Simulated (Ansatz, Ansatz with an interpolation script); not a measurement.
In doubt: one-shot GW on d or f shells is unsure, so the values of those runs are not to be relied on.

Rows from a G0W0 calculation on LuPO4 (I4_1/amd) (Ansatz 0.2.0; G0W0 on LDA, plane waves, PAW; PAW set soft_1; 4×4×4 mesh, 572 empty bands, screening to 150 eV, PAW set soft_1 files), in eV. Spin-orbit coupling is left out.

| row | k | band | start | Σx | Σc at the solution | Vxc |
| --- | --- | --- | --- | --- | --- | --- |
| A | Γ | v1 | 8.176 | -26.821 | 4.453 | -21.250 |
| B | Γ | v2 | 7.722 | -29.420 | 4.666 | -23.529 |
| C | Γ | c2 | 14.704 | -9.856 | -4.508 | -15.992 |
| D | Γ | v5 | 7.379 | -32.068 | 5.000 | -25.711 |
| E | Γ | v4 | 7.715 | -29.668 | 4.897 | -23.473 |
| F | Γ | c1 | 14.167 | -9.869 | -4.207 | -15.448 |

Q: Give the quasiparticle energies and the shift of each level.

The quasiparticle equation reads E = start + Σx + Σc(E) − Vxc.

| row | E (eV) | shift (eV) |
| --- | --- | --- |
| A | 7.058 | −1.119 |
| B | 6.497 | −1.225 |
| C | 16.331 | +1.627 |
| D | 6.022 | −1.356 |
| E | 6.416 | −1.298 |
| F | 15.539 | +1.372 |

The gap over the computed points goes from 5.99 eV to 8.48 eV.

Limits: not at the basis limit; no spin-orbit coupling.

[Runs of the session that timed out or met a known fault of the program may be left out.]

[Hosts, paths, dates, database ids (printed as entryN), source tags and the programs' standing remarks are cut or masked in the printed files.]
